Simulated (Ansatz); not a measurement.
# AgC (hypothetical, Fm-3m): a volume series of phonon spectra, part 2 of 3

Aim: how the vibrations of AgC (hypothetical) shift with volume, and the expansion that follows. The crystal structure is hypothetical: it was made by swapping elements on a known structure type.

Ansatz 0.2.0; DFT PBEsol, scalar-relativistic, plane waves, PAW.

So far. Step 2 (A first coarse run): The start is under -22 GPa at this level and looks like a metal on this mesh. Step 5 (Relaxing to small residual forces and stress): The residual pressure is -0.0010 GPa, small enough for phonons.

### 6. Lattice dynamics at this volume, V/V0 1

The same q-mesh and k-mesh are kept at every volume, so that much of their error can cancel in the differences.

Input file input.yaml:

```yaml
crystal:
  lattice:
    - [0.0, 2.2836726008, 2.2836726008]
    - [2.2836726008, 0.0, 2.2836726008]
    - [2.2836726008, 2.2836726008, 0.0]
  atoms:
    - { symbol: Ag, position: [0.0, 0.0, 0.0] }
    - { symbol: C, position: [0.5, 0.5, 0.5] }
kpoints:
  mp_grid: { grid: [16, 16, 16] }
hamiltonian:
  xc: pbesol
scf:
  occupations: { method: methfessel_paxton, width: 0.15 }
output:
  eigenvalues: true
phonons:
  method: dfpt
  qmesh: [4, 4, 4]
  temperatures: { t_max: 1000, t_step: 50 }
  qpath:
    path:
      - [[0.0, 0.0, 0.0], [0.5, 0.0, 0.5], [0.625, 0.25, 0.625]]
      - [[0.375, 0.375, 0.75], [0.0, 0.0, 0.0], [0.5, 0.5, 0.5], [0.5, 0.25, 0.75], [0.5, 0.0, 0.5]]
    npoints: 10
```

Started as:

```
> ansatz run input.yaml --threads 4 --pin off --max-ram 8192MiB --backend cpu --events-out ev --progress --plain --runs-dir out
```

Numbers of over 12 decimals in the logs are rounded to 6 here.

Log:

```text
[...]
Crystal: 2 atoms, lattice volume = 23.819 Å³
Basis set: ecut = 420 eV, 459 PW (Γ), exchange–correlation on 48×48×48 points (8 copies of the dense FFT grid, shifted against one another)
Bands: 16, of which v1, the nominal top of the filled ones, is band 12 counted from 1 (11 counted from 0)
Symmetry: 48 space group operations
k-points: 145 of 4096
[...]
SCF iter   1: F=—  HF=-7764.622848 eV  |F-HF|=—  |Δ(HF+E_count)|=         —  Δρ=8.79e-3  dr2=1.52e-2  ethr=1.77e-3  ⟨swp⟩=4.2  Hψ=9792  notcnv=0
[...]
SCF iter   7: F=-7764.618565 eV  HF=-7764.618565 eV  |F-HF|=9.09e-13  |Δ(HF+E_count)|=  9.09e-13  S|Δr|=    0.00e0  Δρ=1.66e-8  dr2=2.11e-14  ethr=1.00e-12  ⟨swp⟩=5.6  Hψ=8807  notcnv=0
SCF 1 converged in 7 iterations: F = -7764.618565 eV  dr2 = 2.11e-14
[...]
phonons: the bands overlap, so this run is a metal and interpolates without the dipole-dipole term. If the crystal is really an insulator or semiconductor, its LO-TO splitting is missing
NSCF: frozen V_eff on 145 k-points
WARN: eigensolver did not converge in 2 slots of this pass, the one above among them; of largest residual over every band (k=10): 1 band(s) unlocked (lowest unlocked band 15, counted from 0; max residual 2.07e-6 eV among the unlocked bands, 2.07e-6 eV over every band); of lowest unlocked band (k=1): band 15
[...]
DFPT response loops at q = (0, 0, 0) (fractional): preconditioner auto → Kerker (q_TF=auto, 2.712 Å⁻¹) (partly filled bands, converged f_vac=0.000); β = 1.00, the filter's whole step (`scf.mixing.beta` (0.50) is not read by the response loops under this deck's `scf.mixing.preconditioner`; to damp them name `kerker` or `kerker_dos`, under which they read `scf.mixing.beta`, and type it under 1.00, their step now; both keys bind the ground state too); Broyden in place of MSR1
[...]
SCF converged after 7 iterations
[...]
Free energy (F): -7764.618565 eV
[...]
Internal energy: -7764.616573 eV  (E = F + TS)
E sigma→0 (E₀):  -7764.618067 eV
Entropy (-TS):   -0.001992 eV (-0.996 meV/atom)
Fermi energy:    15.348146 eV
[...]
--- Band table (eV; the first three rows and the last of 145) ---
  k-point 0: bands = [... 8 lower, 10.4118, 10.4118, 15.8534, 15.8534, 15.8534, 21.6253, 28.6472, 32.2041]
  k-point 1: bands = [... 8 lower, 10.3545, 10.3545, 15.6549, 15.9735, 15.9735, 21.8309, 28.4513, 32.0220]
  k-point 2: bands = [... 8 lower, 10.3294, 10.3294, 15.1614, 16.3031, 16.3031, 22.3344, 27.8571, 31.4632]
  k-point 144: bands = [... 8 lower, 11.3878, 13.2220, 13.3442, 13.3442, 14.8444, 24.1811, 26.5237, 26.5237]
--- Phonons (Γ-DFPT): 2 representative perturbations + reference (Σ response iterations 7) ---
  ASR residual: 6.213e-6 → 0.000e0 eV/Å²; symmetrization residual: 1.982e-7 eV/Å²
  ASR residual per site (eV/Å²): 5.10e-6 6.21e-6
  Γ frequencies (cm⁻¹): 0.00 0.00 0.00 217.33 217.33 217.33
--- Phonons (arbitrary-q DFPT): 8 irreducible q on the 4×4×4 mesh ---
  q = [0.0000, 0.0000, 0.0000] (star 1, of the zone-centre solve; hermiticity 2.11e-7, symmetrization 2.76e-12): -0.00 -0.00 0.00 217.33 217.33 217.33
  q = [0.0000, 0.0000, 0.2500] (star 8, 2 solved perturbations on 2176 of 4096 k-point pairs; hermiticity 4.65e-8, symmetrization 1.24e-12): 38.44 38.44 120.59 177.58 177.58 262.59
[...]
q = [0.0000, 0.2500, 0.2500] (star 6, 4 solved perturbations in 3616 linear systems a pass and spin channel, the states on 1160 of 4096 k-point pairs; hermiticity 3.99e-7, symmetrization 4.78e-13): 46.48 46.48 133.91 234.26 234.26 282.23
[...]
sum rule: each row above includes the acoustic sum rule's correction from the zone centre's row sums; it moved no ω² by more than (0.38 cm⁻¹)²
  mesh force constants: q→R imaginary residual 4.28e-18; ASR residual 6.213e-6 → 0.000e0 eV/Å²; symmetrization residual 2.665e-15 eV/Å²
  interpolated dispersion: 62 rows × 6 modes
  density of states and harmonic sums: on the 24×24×24 q-mesh, interpolated from the force constants of a 4×4×4 supercell (no non-analytic term)
  largest difference from the sums on the solved wave vectors: F 2.77e-2 eV, S 3.58e-5 and C_V 8.94e-6 eV/K
  zero-point energy: 0.056096 eV/cell   skipped modes (ω ≤ 0): 367, of them read as no rigid motion or as one in doubt: 364 (9.361e-1 modes/cell left out, lowest -150.98 cm⁻¹)   left out of the sums: 1.56e-1 of the cell's modes: C_V's classical limit lies that fraction below 3 k_B per atom; for a crystal, a wire or a layer, F and S can be off by more, and a phonons.interpolated_qmesh denser along its periods is the remedy for the sampling
```

The job ended after 4.9 min (4 threads of Arm Neoverse V2, shared host; peak memory 3.5 GiB; 19 min of CPU time).

Numbers from this step:

```
Γ frequencies                : 0, 0, 0, 217.3, 217.3, 217.3 cm⁻¹ (negative: imaginary)
lowest frequency on the path : -141.5 cm⁻¹
point group                  : m-3m
highest frequency            : 304.6 cm⁻¹
```

No LO-TO term. Phonon branches along the path, in cm⁻¹:

```tsv
point	branch 1	branch 2	branch 3	branch 4	branch 5	branch 6
Γ	0	0	0	217	217	217
halfway	46	46	134	234	234	282
X	-76	49	49	241	251	251
halfway	-114	28	60	234	234	263
U	-142	34	87	221	231	285
jump to K	-142	34	87	221	231	285
halfway	62	105	139	223	240	272
Γ	0	0	0	217	217	217
halfway	38	38	121	178	178	263
L	127	127	150	254	254	305
halfway	-96	-32	126	221	250	276
W	-22	-22	123	267	267	299
halfway	-112	52	72	238	251	264
X	-76	49	49	241	251	251
```

The phonon branches as a text plot (rows in cm⁻¹):

```
    295 |                  ****               ******     ***
    277 |    ****       ***    **            *      *****  ***
    258 |   *    *   ***    **** *         **    ****************
    240 |  *   ** ******* ***  ** ***     *     *  *    *   *****
    221 |**  **  *      ***     **   *****     *    ****
    202 | ***                    *****   *    *
    184 |                         **      ****
    165 |
    147 |                    ****             *****
    128 |    ***            **** *          **  ************
    109 |   *   *          **   *          *  **   *        *
     91 |                 *       **                *        *
     72 |  *            ** *     *  *     *  *
     54 |    ***     ***       ***       *          **      *****
     35 | * *    *  *  *  *       ** *  *   *              *
     16 | **    *        *          **
     -2 |*              *           ******
    -21 |         **         **           **              *
    -39 |        *                                    *  *
    -58 |                                              **  *
    -76 |         *****                              *  *       *
    -95 |                   *                         **    *  *
   -114 |              *                                     **
   -132 |               ****
         Γ           X  U|K            Γ         L        W     X
```

Tetrahedra on 24 24 24, mean over bins of 5 cm⁻¹. The phonon density of states by wavenumber; read off at these points:

wavenumber (cm⁻¹), phonon density of states (1/cm⁻¹/cell) and a bar:
```
   -140.0     0.0037 ##
   -120.0     0.0074 ####
   -100.0     0.0071 ####
    -80.0     0.0054 ###
    -60.0     0.0062 ###
    -40.0     0.0087 #####
    -20.0     0.0053 ###
      0.0     0.0061 ###
     20.0     0.0084 #####
     40.0     0.0161 #########
     47.5     0.0192 ##########
     60.0     0.0121 #######
     80.0     0.0121 ######
    100.0     0.0156 ########
    120.0     0.0289 ################
    122.5     0.0313 #################
    140.0     0.0088 #####
    160.0     0.0000 
    180.0     0.0023 #
    200.0     0.0140 ########
    220.0     0.0270 ##############
    240.0     0.0558 ##############################
    247.5     0.0559 ##############################
    260.0     0.0231 ############
    280.0     0.0262 ##############
    282.5     0.0262 ##############
    300.0     0.0019 #
```

Phonopy on the run's constants, 21x21x21 mesh, Gaussian sigma 3.5 cm⁻¹. Modes against wavenumber; read off at these points; values in 1/cm⁻¹/cell:

```tsv
wavenumber (cm⁻¹)	Ag	C
-160.0	1.3e-6	2.0e-6
-150.0	4.5e-4	5.6e-4
-140.0	0.00205	0.00236
-130.0	0.00245	0.00253
-120.0	0.00413	0.00393
-110.0	0.00360	0.00310
-100.0	0.00453	0.00338
-90.0	0.00265	0.00188
-80.0	0.00395	0.00243
-70.0	0.00381	0.00221
-60.0	0.00492	0.00254
-53.8	0.00795	0.00397
-50.0	0.00742	0.00351
-40.0	0.00537	0.00227
-30.0	0.00714	0.00283
-20.0	0.00362	0.00133
-10.0	0.00154	4.5e-4
0.0	0.00105	3.0e-4
10.0	0.00341	9.7e-4
20.0	0.00515	0.00156
30.0	0.00971	0.00295
40.0	0.0136	0.00385
46.5	0.0163	0.00424
50.0	0.0148	0.00366
60.0	0.0107	0.00273
70.0	0.00999	0.00222
80.0	0.00971	0.00176
90.0	0.0112	0.00157
100.0	0.0147	0.00170
110.0	0.0180	0.00132
120.0	0.0279	9.7e-4
122.6	0.0281	8.4e-4
130.0	0.0203	6.6e-4
140.0	0.00961	3.0e-4
150.0	6.4e-4	9.7e-6
160.0	0	0
170.0	4.6e-5	9.2e-5
180.0	7.5e-4	0.00188
190.0	0.00159	0.00515
200.0	0.00363	0.0112
210.0	0.00473	0.0144
220.0	0.00574	0.0208
230.0	0.00892	0.0268
240.0	0.0165	0.0378
244.2	0.0161	0.0387
250.0	0.0125	0.0346
260.0	0.00345	0.0209
270.0	0.00161	0.0212
280.0	0.00150	0.0241
290.0	9.2e-4	0.0174
300.0	8.2e-5	0.00287
310.0	0	5.9e-5
320.0	0	0
```

No LO-TO term. The modes at Γ (shares of kinetic energy by element, %):

```tsv
mode	frequency (cm⁻¹)	symmetry	Ag %	C %
1	0.0	T1u	90	10
2	0.0	T1u	90	10
3	0.0	T1u	90	10
4	217.3	T1u	10	90
5	217.3	T1u	10	90
6	217.3	T1u	10	90
```

Displacements in mode 4 (217.3 cm⁻¹), the largest set to 1:
```
Ag1  0.00  0.02 -0.11
C2   0.00 -0.22  1.00
```

The lowest solved frequency is -141 cm⁻¹, so the cell is unstable here and gives no valid free energy.

### 7. A cell at another volume, V/V0 1.015

Symmetry fixes every atom, so a single point at the scaled cell gives the energy and pressure of this member.

input.yaml, the sections that differ from step 6:

```yaml
crystal:
  lattice:
    - [0.0, 2.295034343, 2.295034343]
    - [2.295034343, 0.0, 2.295034343]
    - [2.295034343, 2.295034343, 0.0]
  atoms:
    - { symbol: Ag, position: [0.0, 0.0, 0.0] }
    - { symbol: C, position: [0.5, 0.5, 0.5] }
output:
  forces: true
  stress: true
  eigenvalues: true
  write_density: true
  write_potential: true
  elf: true
  volumetric_format: npy
# kpoints, hamiltonian, scf: as in step 6
# phonons: removed
```

Log:

```text
[...]
Crystal: 2 atoms, lattice volume = 24.177 Å³
Basis set: ecut = 420 eV, 459 PW (Γ), exchange–correlation on 48×48×48 points (8 copies of the dense FFT grid, shifted against one another)
Bands: 16, of which v1, the nominal top of the filled ones, is band 12 counted from 1 (11 counted from 0)
Symmetry: 48 space group operations
[...]
k-points: 145 of 4096
[...]
SCF iter   1: F=—  HF=-7764.620326 eV  |F-HF|=—  |Δ(HF+E_count)|=         —  Δρ=8.68e-3  dr2=1.51e-2  ethr=1.77e-3  ⟨swp⟩=4.2  Hψ=9800  notcnv=0
[...]
SCF iter   5: F=-7764.615983 eV  HF=-7764.615983 eV  |F-HF|=7.31e-9  |Δ(HF+E_count)|=   9.07e-8  S|Δr|=    0.00e0  Δρ=6.95e-6  dr2=9.67e-9  ethr=4.35e-10  ⟨swp⟩=8.2  Hψ=13430  notcnv=0
SCF 1 converged in 5 iterations: F = -7764.615983 eV  dr2 = 9.67e-9
[...]
SCF converged after 5 iterations
[...]
Free energy (F): -7764.615983 eV
[...]
Internal energy: -7764.614196 eV  (E = F + TS)
E sigma→0 (E₀):  -7764.615536 eV
Entropy (-TS):   -0.001787 eV (-0.893 meV/atom)
Fermi energy:    15.021839 eV
[...]
--- Stress (GPa, compression-positive) ---
       -2.290586      -0.000000       0.000000
        0.000000      -2.290586      -0.000000
        0.000000      -0.000000      -2.290586
  P = ⅓ Tr σ = -2.2906 GPa (-22.906 kbar)
--- Band table (eV; the first three rows and the last of 145) ---
  k-point 0: bands = [... 8 lower, 10.1556, 10.1556, 15.5453, 15.5453, 15.5453, 21.1504, 28.3261, 31.7630]
  k-point 1: bands = [... 8 lower, 10.0999, 10.0999, 15.3446, 15.6611, 15.6611, 21.3576, 28.1194, 31.5856]
  k-point 2: bands = [... 8 lower, 10.0768, 10.0768, 14.8480, 15.9820, 15.9820, 21.8645, 27.5036, 31.0213]
  k-point 144: bands = [... 8 lower, 11.1063, 12.8738, 13.0553, 13.0553, 14.5266, 23.7277, 26.1247, 26.1247]
```

It took 0.96 s on 4 threads; peak memory 0.34 GiB.

This step gave:

| Quantity | Value |
| --- | --- |
| pressure | -2.291 GPa |
| volume per atom | 12.09 Å³ |

Valence density in the ac plane of the conventional cell at fractional y = 0.000, with atoms of Ag and C within 0.2 Å of it. It is the smooth field of the valence electrons, not physical close to the nuclei.

Values in e/Å³, 14 rows by 14 columns, each cell a mean:
```
16  9  2  1  1  1  1  2  1  1  0  1  5 13
 6  4  1  0  0  1  1  1  1  0  0  1  2  5
 1  1  0  0  0  0  1  1  0  0  0  0  1  1
 0  0  0  0  0  0  1  1  0  0  0  0  0  0
 1  1  0  0  0  1  2  3  2  1  0  0  0  1
 1  1  1  0  1  4  9 11  6  2  0  0  1  1
 2  1  1  0  1  6 16 19 11  3  1  1  1  2
 2  1  1  0  1  5 13 16  9  2  1  1  1  1
 1  1  0  0  1  2  5  6  4  1  0  0  1  1
 1  0  0  0  0  1  1  1  1  0  0  0  0  1
 1  0  0  0  0  0  0  0  0  0  0  0  0  1
 3  2  1  0  0  0  1  1  1  0  0  0  1  2
11  6  2  0  0  1  1  1  1  1  0  1  4  9
19 11  3  1  1  1  2  2  1  1  0  1  6 16
```
Columns run along a (4.6 Å), rows up along c (4.6 Å), edges of the conventional cell, whose origin can differ from the input's. Atoms in or near the plane, at fractional coordinates: Ag at (0.00, 0.00), Ag at (0.50, 0.50), C at (0.50, 0.00), C at (0.00, 0.50).

ELF in the ac plane of the conventional cell at fractional y = 0.000, with atoms of Ag and C within 0.2 Å of it. It is the smooth field of the valence electrons, not physical close to the nuclei.

Values, 14 rows by 14 columns, each cell a mean:
```
0.75 0.62 0.39 0.24 0.56 0.75 0.49 0.37 0.68 0.72 0.34 0.27 0.51 0.71
0.53 0.47 0.29 0.20 0.43 0.70 0.75 0.75 0.76 0.59 0.27 0.22 0.39 0.51
0.28 0.25 0.18 0.15 0.25 0.43 0.56 0.58 0.50 0.33 0.17 0.15 0.22 0.27
0.36 0.32 0.23 0.14 0.15 0.20 0.24 0.25 0.22 0.17 0.13 0.17 0.27 0.34
0.74 0.67 0.48 0.23 0.18 0.29 0.39 0.40 0.35 0.23 0.17 0.33 0.59 0.72
0.60 0.73 0.67 0.32 0.25 0.47 0.62 0.65 0.56 0.35 0.22 0.50 0.76 0.68
0.19 0.60 0.74 0.36 0.28 0.53 0.75 0.82 0.65 0.40 0.25 0.58 0.75 0.37
0.37 0.68 0.72 0.34 0.27 0.51 0.71 0.75 0.62 0.39 0.24 0.56 0.75 0.49
0.75 0.76 0.59 0.27 0.22 0.39 0.51 0.53 0.47 0.29 0.20 0.43 0.70 0.75
0.58 0.50 0.33 0.17 0.15 0.22 0.27 0.28 0.25 0.18 0.15 0.25 0.43 0.56
0.25 0.22 0.17 0.13 0.17 0.27 0.34 0.36 0.32 0.23 0.14 0.15 0.20 0.24
0.40 0.35 0.23 0.17 0.33 0.59 0.72 0.74 0.67 0.48 0.23 0.18 0.29 0.39
0.65 0.56 0.35 0.22 0.50 0.76 0.68 0.60 0.73 0.67 0.32 0.25 0.47 0.62
0.82 0.65 0.40 0.25 0.58 0.75 0.37 0.19 0.60 0.74 0.36 0.28 0.53 0.75
```
Columns run along a (4.6 Å), rows up along c (4.6 Å), edges of the conventional cell, whose origin can differ from the input's. Atoms in or near the plane, at fractional coordinates: Ag at (0.00, 0.00), Ag at (0.50, 0.50), C at (0.50, 0.00), C at (0.00, 0.50).

Electrostatic potential energy in the ac plane of the conventional cell at fractional y = 0.000, with atoms of Ag and C within 0.2 Å of it. With pseudopotentials it is smooth inside the atoms' cores, unlike the true potential.

Values in eV, 14 rows by 14 columns, each cell a mean:
```
-29 -23  -9   9  12  -6 -42 -49 -26   7  13   1 -17 -27
-19 -12   1  13  15   9  -6 -12   2  13  15   9  -6 -17
 -1   5  12  16  17  15  12  11  14  16  17  15   9   1
 12  14  16  17  16  13   9   8  11  15  17  17  15  13
  5  11  15  16  12   1  -9 -11  -4   8  15  16  13   7
-35 -12  11  14   5 -12 -23 -25 -19  -4  11  14   2 -26
-50 -35   5  12  -1 -19 -29 -31 -25 -11   8  11 -12 -49
-49 -26   7  13   1 -17 -27 -29 -23  -9   9  12  -6 -42
-12   2  13  15   9  -6 -17 -19 -12   1  13  15   9  -6
 11  14  16  17  15   9   1  -1   5  12  16  17  15  12
  8  11  15  17  17  15  13  12  14  16  17  16  13   9
-11  -4   8  15  16  13   7   5  11  15  16  12   1  -9
-25 -19  -4  11  14   2 -26 -35 -12  11  14   5 -12 -23
-31 -25 -11   8  11 -12 -49 -50 -35   5  12  -1 -19 -29
```
Columns run along a (4.6 Å; values clipped at the 3rd and 97th percentile), rows up along c (4.6 Å), edges of the conventional cell, whose origin can differ from the input's. Atoms in or near the plane, at fractional coordinates: Ag at (0.00, 0.00), Ag at (0.50, 0.50), C at (0.50, 0.00), C at (0.00, 0.50).

### 8. Lattice dynamics at this volume, V/V0 1.015

Phonons at this volume give one point of F(V, T); meshes stay fixed along the series.

input.yaml, the sections that differ from step 7:

```yaml
output:
  eigenvalues: true
phonons:
  method: dfpt
  qmesh: [4, 4, 4]
  temperatures: { t_max: 1000, t_step: 50 }
  qpath:
    path:
      - [[0.0, 0.0, 0.0], [0.5, 0.0, 0.5], [0.625, 0.25, 0.625]]
      - [[0.375, 0.375, 0.75], [0.0, 0.0, 0.0], [0.5, 0.5, 0.5], [0.5, 0.25, 0.75], [0.5, 0.0, 0.5]]
    npoints: 10
# crystal, kpoints, hamiltonian, scf: as in step 7
```

Log:

```text
[...]
Crystal: 2 atoms, lattice volume = 24.177 Å³
Basis set: ecut = 420 eV, 459 PW (Γ), exchange–correlation on 48×48×48 points (8 copies of the dense FFT grid, shifted against one another)
Bands: 16, of which v1, the nominal top of the filled ones, is band 12 counted from 1 (11 counted from 0)
Symmetry: 48 space group operations
k-points: 145 of 4096
[...]
k-point 144: bands = [... 8 lower, 11.1063, 12.8738, 13.0553, 13.0553, 14.5266, 23.7277, 26.1247, 26.1247]
[...]
ASR residual: 6.510e-6 → 0.000e0 eV/Å²; symmetrization residual: 2.045e-7 eV/Å²
  ASR residual per site (eV/Å²): 6.51e-6 5.64e-6
  Γ frequencies (cm⁻¹): 0.00 0.00 0.00 197.94 197.94 197.94
--- Phonons (arbitrary-q DFPT): 8 irreducible q on the 4×4×4 mesh ---
[...]
interpolated dispersion: 62 rows × 6 modes
[...]
[key lines of the parts left out:]
SCF converged after 7 iterations
Free energy (F): -7764.615983 eV
Fermi energy:    15.021860 eV
```

Run time: 4.7 min. Hardware: 4 threads; peak memory 3.5 GiB; 18 min of CPU time.

No LO-TO term. The phonon branches at the labelled points (cm⁻¹):

```tsv
point	branch 1	branch 2	branch 3	branch 4	branch 5	branch 6
Γ	0	0	0	198	198	198
halfway	46	46	128	216	216	267
X	-79	50	50	225	233	233
halfway	-114	26	60	216	218	246
U	-140	21	85	205	215	270
jump to K	-140	21	85	205	215	270
halfway	61	100	134	205	224	257
Γ	0	0	0	198	198	198
halfway	21	21	117	160	160	247
L	122	122	144	239	239	290
halfway	-98	-37	121	206	236	262
W	-22	-22	118	251	251	284
halfway	-113	52	69	222	233	248
X	-79	50	50	225	233	233
```

The phonon branches as a text plot (rows in cm⁻¹):

```
    281 |                  ****                *****     ***
    263 |    ***        ***    **            **     *****   **
    246 |   *   **     *     *** *          *    ****   *******
    228 |  *      *****    ****** **      **    * ** ****   *****
    210 | *  *******   *****    *   **  **     *    ****
    192 |** *                    *   ****     *
    174 |  *                     ****    **  *
    156 |                                  **
    138 |                    ****            ******
    120 |    ***            **** *          *  *************
    102 |   *   *          **   * **       *  *    *        *
     84 |                **               *         *        *
     66 |  *           **  *    **  *        *
     48 |    ***    ***        * *       *          **      *****
     30 | ***   *      *          ** *  *                  *
     12 | *               *         **      *
     -6 |*       ***                ******
    -24 |        *      **   **           **             **
    -42 |                                             *  *
    -60 |                                              **  *
    -78 |         *****     *                        *  *       *
    -96 |                                             **    *  *
   -114 |              *                                     **
   -132 |               ****
         Γ           X  U|K            Γ         L        W     X
```

The lowest solved frequency is -141 cm⁻¹, so the cell is unstable here and gives no valid free energy. The highest zone-centre mode (no LO–TO term) moved by -8.9 % for a volume change of +1.5 %.

(Continued in part 3 of 3.)

[Logs are printed without paths, hosts, clocks, repeated set-up lines and the standing remarks that a program may print on its own settings, such as how far it seeks lower states.]

[Hosts, paths, dates, database ids (printed as entryN), source tags and the programs' standing remarks are cut or masked in the printed files.]

[A step with changed settings may run another functional than the one named; its input shows which.]

[Of the runs on displaced cells, only some may be shown.]
